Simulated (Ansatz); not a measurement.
Rows from a G0W0 calculation on AlGaAs2 (zincblende [001] superlattice) (P-4m2) (Ansatz 0.2.0; G0W0 on PBEsol, plane waves, PAW; 4×4×2 mesh, 543 empty bands, screening to 120 eV), in eV. Spin-orbit coupling is left out.

```csv
row,k,band,start,Σx,Σc at the solution,Vxc
A,"(-0.500, -0.500, 0.000)",c2,8.456,-6.129,-3.701,-9.894
B,"(-0.500, -0.500, 0.000)",v1,4.697,-15.425,1.990,-12.877
C,Γ,c2,8.434,-6.211,-3.807,-10.113
D,"(-0.500, -0.500, 0.000)",c1,8.421,-6.059,-3.698,-9.822
E,Γ,c1,8.177,-10.464,-3.795,-14.655
F,Γ,v1,7.115,-16.414,1.204,-14.724
```

Question: Work out each quasiparticle level and how far it moved.

The quasiparticle equation reads E = start + Σx + Σc(E) − Vxc.

| row | E (eV) | shift (eV) |
| --- | --- | --- |
| A | 8.520 | +0.064 |
| B | 4.140 | −0.557 |
| C | 8.528 | +0.095 |
| D | 8.486 | +0.065 |
| E | 8.572 | +0.396 |
| F | 6.629 | −0.486 |

The gap over the computed points goes from 1.06 eV to 1.86 eV.

Limits: short of the basis limit; no spin-orbit coupling; coarse k mesh.

[Long decimals in the printed logs are rounded to 6 places.]

[Logs are printed without paths, hosts, clocks, repeated set-up lines and the standing remarks that a program may print on its own settings, such as how far it seeks lower states.]

[Paths, hosts, dates, memory and timing lines, banners, echoed tables and standing remarks are left out of the program output; an Ansatz launch command may be rebuilt from the run's recorded settings. Measured values are a selection of at most five: reports struck by readers or far from the other reports are left out. None is set beside runs whose start may be inverted or whose files or cutoffs have a known fault.]

[Runs of the session that timed out or met a known fault of the program may be left out.]

[Cells called generated may have been cut or substituted from an entry of the Crystallography Open Database or the Materials Project.]

[Hosts, paths, dates, database ids (printed as entryN), source tags and the programs' standing remarks are cut or masked in the printed files.]

[Where the starting crystal was built by hand or by swapping elements, it need not be the compound's stable phase.]
